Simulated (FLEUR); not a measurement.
# Anisotropy of free Ni(111) film, 4 layers with FLEUR, part 2 of 2

Wanted: anisotropy for free Ni(111) film, 4 layers, with the cost of each step.

FLEUR MaX-R8.1; PBE; all-electron FLAPW film, Dirac cores, scalar-relativistic bands.

So far. Step 2 (The magnetic state): After 49 cycles the largest moment stands at 0.711 μB.

## Step 5: Spin–orbit coupling, moments along z

Level of this step: PBE; all-electron FLAPW film, Dirac cores, scalar-relativistic bands with spin-orbit coupling (FLEUR).

Spin–orbit coupling ties the spins to the lattice and lets orbital moments form.

A new self-consistent run of the start ferro ++++, with the moments along z. The k list default-1 (kpts.xml, not shown) is a Γ-centred 35×35×1 mesh.

File inp.xml:

```
<?xml version="1.0" encoding="UTF-8" standalone="no"?>
<fleurInput fleurInputVersion="0.39">
   <comment>
      Ni
   </comment>
   <calculationSetup>
      <cutoffs Kmax="3.66" Gmax="11.0" GmaxXC="11.0" numbands="152"/>
      <scfLoop itmax="150" minDistance="0.00002" maxIterBroyd="15" imix="Anderson" alpha="0.03" precondParam="0.0" spinf="2.0" sdNocoIR="T"/>
      <coreElectrons ctail="T" frcor="F" kcrel="0" coretail_lmax="0"/>
      <xcFunctional name="pbe" relativisticCorrections="F"/>
      <magnetism jspins="2"/>
      <soc l_soc="T" theta="0.0" phi="0.0" spav="F"/>
      <expertModes spex="0" secvar="F"/>
      <geometryOptimization l_f="F" forcealpha="1.0" forcemix="BFGS" epsdisp="0.00001" epsforce="0.00001"/>
      <ldaU l_linMix="F" mixParam="0.05" spinf="1.0"/>
   </calculationSetup>
   <cell>
      <bzIntegration valenceElectrons="72.0" mode="hist" fermiSmearingEnergy="0.00183747">
         <kPointListSelection listName="default-1"/>
         <xi:include xmlns:xi="http://www.w3.org/2001/XInclude" href="kpts.xml"> </xi:include>
      </bzIntegration>
      <xi:include xmlns:xi="http://www.w3.org/2001/XInclude" href="sym.xml"> </xi:include>
      <filmLattice scale="1.0" dVac="16.81" dTilda="19.31">
         <bravaisMatrixFilm>
            <row-1>    4.7086300406703598     0.0000001262337051</row-1>
            <row-2>   -2.3543151296652853     4.0777931691130949</row-2>
         </bravaisMatrixFilm>
         <vacuumEnergyParameters vacuum="1" spinUp="-.25" spinDown="-.25"/>
      </filmLattice>
   </cell>
   <atomSpecies>
      <species name="Nickel (Ni1.000" element="Ni" atomicNumber="28">
         <mtSphere radius="2.24" gridPoints="741" logIncrement="0.016"/>
         <atomicCutoffs lmax="8" lnonsphr="6"/>
         <electronConfig flipSpins="F">
            <coreConfig>(1s1/2) (2s1/2) (2p1/2) (2p3/2)</coreConfig>
            <valenceConfig>(3s1/2) (3p1/2) (3p3/2) (4s1/2) (3d3/2) (3d5/2)</valenceConfig>
            <stateOccupation state="(3d3/2)" spinUp="1.6" spinDown="1.6"/>
            <stateOccupation state="(3d5/2)" spinUp="2.9" spinDown="1.9"/>
         </electronConfig>
         <energyParameters s="4" p="4" d="3" f="4"/>
         <lo type="SCLO" l="0" n="3" eDeriv="0"/>
         <lo type="SCLO" l="1" n="3" eDeriv="0"/>
      </species>
   </atomSpecies>
   <atomGroups>
      <atomGroup species="Nickel (Ni1.000">
         <filmPos label="                   1">.0000000000 .0000000000 -5.7669745486</filmPos>
         <filmPos label="                   4">.0000000000 .0000000000 5.7669745486</filmPos>
         <force calculate="T" relaxXYZ="TTT"/>
      </atomGroup>
      <atomGroup species="Nickel (Ni1.000">
         <filmPos label="                   2">-1.000/3.000 1.000/3.000 -1.9223375129</filmPos>
         <filmPos label="                   3">1.000/3.000 -1.000/3.000 1.9223375129</filmPos>
         <force calculate="T" relaxXYZ="TTT"/>
      </atomGroup>
   </atomGroups>
   <output dos="F" band="F" slice="F">
      <bandDOS minEnergy="-.5*Htr" maxEnergy="0.5*Htr" sigma="0.015" storeEVData="T"/>
      <plotting iplot="0" polar="F">
         <plot TwoD="T" vec1="  1.0  0.0  0.0" vec2="  0.0  1.0  0.0" vec3="  0.0  0.0  1.0" zero="  0.0  0.0 -0.5" file="plot"/>
      </plotting>
      <moessbauerParams electricFieldGradient="F" isomerShift="F" coreHyperfine="F" valenceHyperfine="F"/>
   </output>
</fleurInput>
```

File crystal.txt:

```
Ni
&input film=T cartesian=F /
2.49169971213  0.00000006680  0.00000000000
-1.24584991392  2.15787521590  0.00000000000
0.00000000000  0.00000000000  1.00000000000
1.8897261246
1.0 1.0 1.0

4
28 0.00000000000  0.00000000000  -5.76697454864 : 1.000
28 0.66666666667  0.33333333333  -1.92233751292 : 1.000
28 0.33333333333  0.66666666667  1.92233751292 : 1.000
28 0.00000000000  0.00000000000  5.76697454864 : 1.000

&soc 0.0000000 0.0000000 /
&kpt div1=35 div2=35 div3=1 gamma=T /
```

Started as:

```sh
$ OMP_NUM_THREADS=1 inpgen -f crystal.txt > inpgen.log  # inp.xml is then edited as shown
$ OMP_NUM_THREADS=1 mpirun -n 4 fleur_MPI > fleur.log
```

The program printed:

```text
[banner, memory and clock lines left out]
Welcome to FLEUR        (www.flapw.de)
      MaX-Release 8.1          (www.max-centre.eu)

 ========== k-point set info ==========
 Selected k-point list: default-1
 k-point list type: mesh
 0 x 0 x 0
 Number of k points: 208

 [... set-up left out ...]
 Iteration:     1   Distance:      29.73008362 me/bohr^3
 Iteration:     2   Distance:      26.12164210 me/bohr^3
 Iteration:     3   Distance:      16.76795976 me/bohr^3
 Iteration:     4   Distance:      16.00604632 me/bohr^3
 Iteration:     5   Distance:       8.45856169 me/bohr^3
 Iteration:     6   Distance:       7.27906574 me/bohr^3
 Iteration:     7   Distance:       5.28902853 me/bohr^3
 Iteration:     8   Distance:       6.44580717 me/bohr^3
 Iteration:     9   Distance:       4.53222916 me/bohr^3
 Iteration:    10   Distance:       3.29785232 me/bohr^3
[... 18 iterations left out ...]
 Iteration:    29   Distance:       0.00073153 me/bohr^3
 Iteration:    30   Distance:       0.00065320 me/bohr^3
 Iteration:    31   Distance:       0.00064871 me/bohr^3
 Iteration:    32   Distance:       0.00050383 me/bohr^3
 Iteration:    33   Distance:       0.00030397 me/bohr^3
 Iteration:    34   Distance:       0.00013397 me/bohr^3
 Iteration:    35   Distance:       0.00010277 me/bohr^3
 Iteration:    36   Distance:       0.00011267 me/bohr^3
 Iteration:    37   Distance:       0.00003826 me/bohr^3
 Iteration:    38   Distance:       0.00001960 me/bohr^3

 ********************************************************************
 Run finished successfully
 Stop message:
   all done
 ********************************************************************

--- out.xml (last complete iteration) ---
<iteration numberForCurrentRun="   38" overallNumber="   38">
         [... left out ...]
         <bandgap value="0.0000000002" units="eV"/>
         <sumValenceSingleParticleEnergies value="-102.9113789057" units="Htr"/>
         <FermiEnergy value="-0.1863218022" units="Htr"/>
         [... left out ...]
         <magneticMomentsInMTSpheres units="muBohr">
            <globalMagMoment atomType="1" vec="0.00000   0.00000   0.70071"/>
            <globalMagMoment atomType="2" vec="0.00000   0.00000   0.70705"/>
         </magneticMomentsInMTSpheres>
         <orbitalMomentsInMTSpheres units="muBohr">
            <globalMagMoment atomType="1" vec="0.00000   0.00000   0.05209"/>
            <globalMagMoment atomType="2" vec="0.00000   0.00000   0.05474"/>
         </orbitalMomentsInMTSpheres>
         [... left out ...]
         <totalEnergy value="    -6083.2783211973" units="Htr">
            <sumOfEigenvalues value="    -3545.9933628596">
               <coreElectrons value="-3443.0819839539"/>
               <valenceElectrons value="-102.9113789057"/>
            </sumOfEigenvalues>
         [... left out ...]
            <freeEnergy value="-6083.2805647449"/>
            <extrapolationTo0K value="-6083.2794429711"/>
         </totalEnergy>
         <densityConvergence units="me/bohr^3">
            <chargeDensity spin="1" distance="0.0000087079"/>
            <chargeDensity spin="2" distance="0.0000164257"/>
            <overallChargeDensity distance="0.0000175232"/>
            <spinDensity distance="0.0000196010"/>
         </densityConvergence>
      </iteration>
```

It took 19 min on 4 MPI ranks of Arm Neoverse V1, shared host; peak memory 1 GiB; 76 min of CPU time.

Spin moment in the muffin-tin sphere by atom:

| atom | spin moment in the muffin-tin sphere (μB) |
| --- | --- |
| Ni1 | 0.701 |
| Ni2 | 0.707 |
| Ni3 | 0.707 |
| Ni4 | 0.701 |

This step gave:

| Property | Result |
| --- | --- |
| free energy | -165534.4971 eV |
| program's band gap on this mesh (in a metal only a level spacing) | 2.00e-10 eV |
| magnetization | 2.664 μB |
| final state | ferromagnetic |
| orbital moment along the spin | 0.05474 μB |

Orbital moment in the sphere, along the spin axis by atom:

| atom | orbital moment in the sphere, along the spin axis (μB) |
| --- | --- |
| Ni1 | 0.0521 |
| Ni2 | 0.0547 |
| Ni3 | 0.0547 |
| Ni4 | 0.0521 |

## Step 6: What came out

| Quantity | Value |
| --- | --- |
| reference state | ferromagnetic |
| largest sphere moment | 0.711 μB |
| easy direction of those tried | the plane normal to z |
| energy along x less z, force theorem | -0.395 meV a primitive cell |
| orbital moment on the atom of largest spin, along its spin (spin–orbit run) | 0.0547 μB |

What this shows: By the force theorem the moments prefer the plane normal to z, with no direction in it resolved; shape anisotropy is not in it, and in a film it favours the plane. The difference for the second direction goes from -0.51 meV (mesh 23×23×1, 136 states, 6.7 min of CPU time) to -0.39 meV (mesh 35×35×1, 136 states, 15 min), so it is not converged. The orbital moment is parallel to the spin, as Hund's third rule has it for a shell over half filled. The state was typed, and no other order was converged beside it, so it need not be the ground state.

[Logs and program files are shortened in this print: banners, set-up blocks, solver, clock and traceback lines can be left out without a mark of their own.]

[Logs are printed without paths, hosts, clocks, repeated set-up lines and the standing remarks that a program may print on its own settings, such as how far it seeks lower states.]

[Hosts, paths, dates, database ids (printed as entryN), source tags and the programs' standing remarks are cut or masked in the printed files.]

[Where a cell is said to come from a database of computed structures, the database is the Materials Project.]
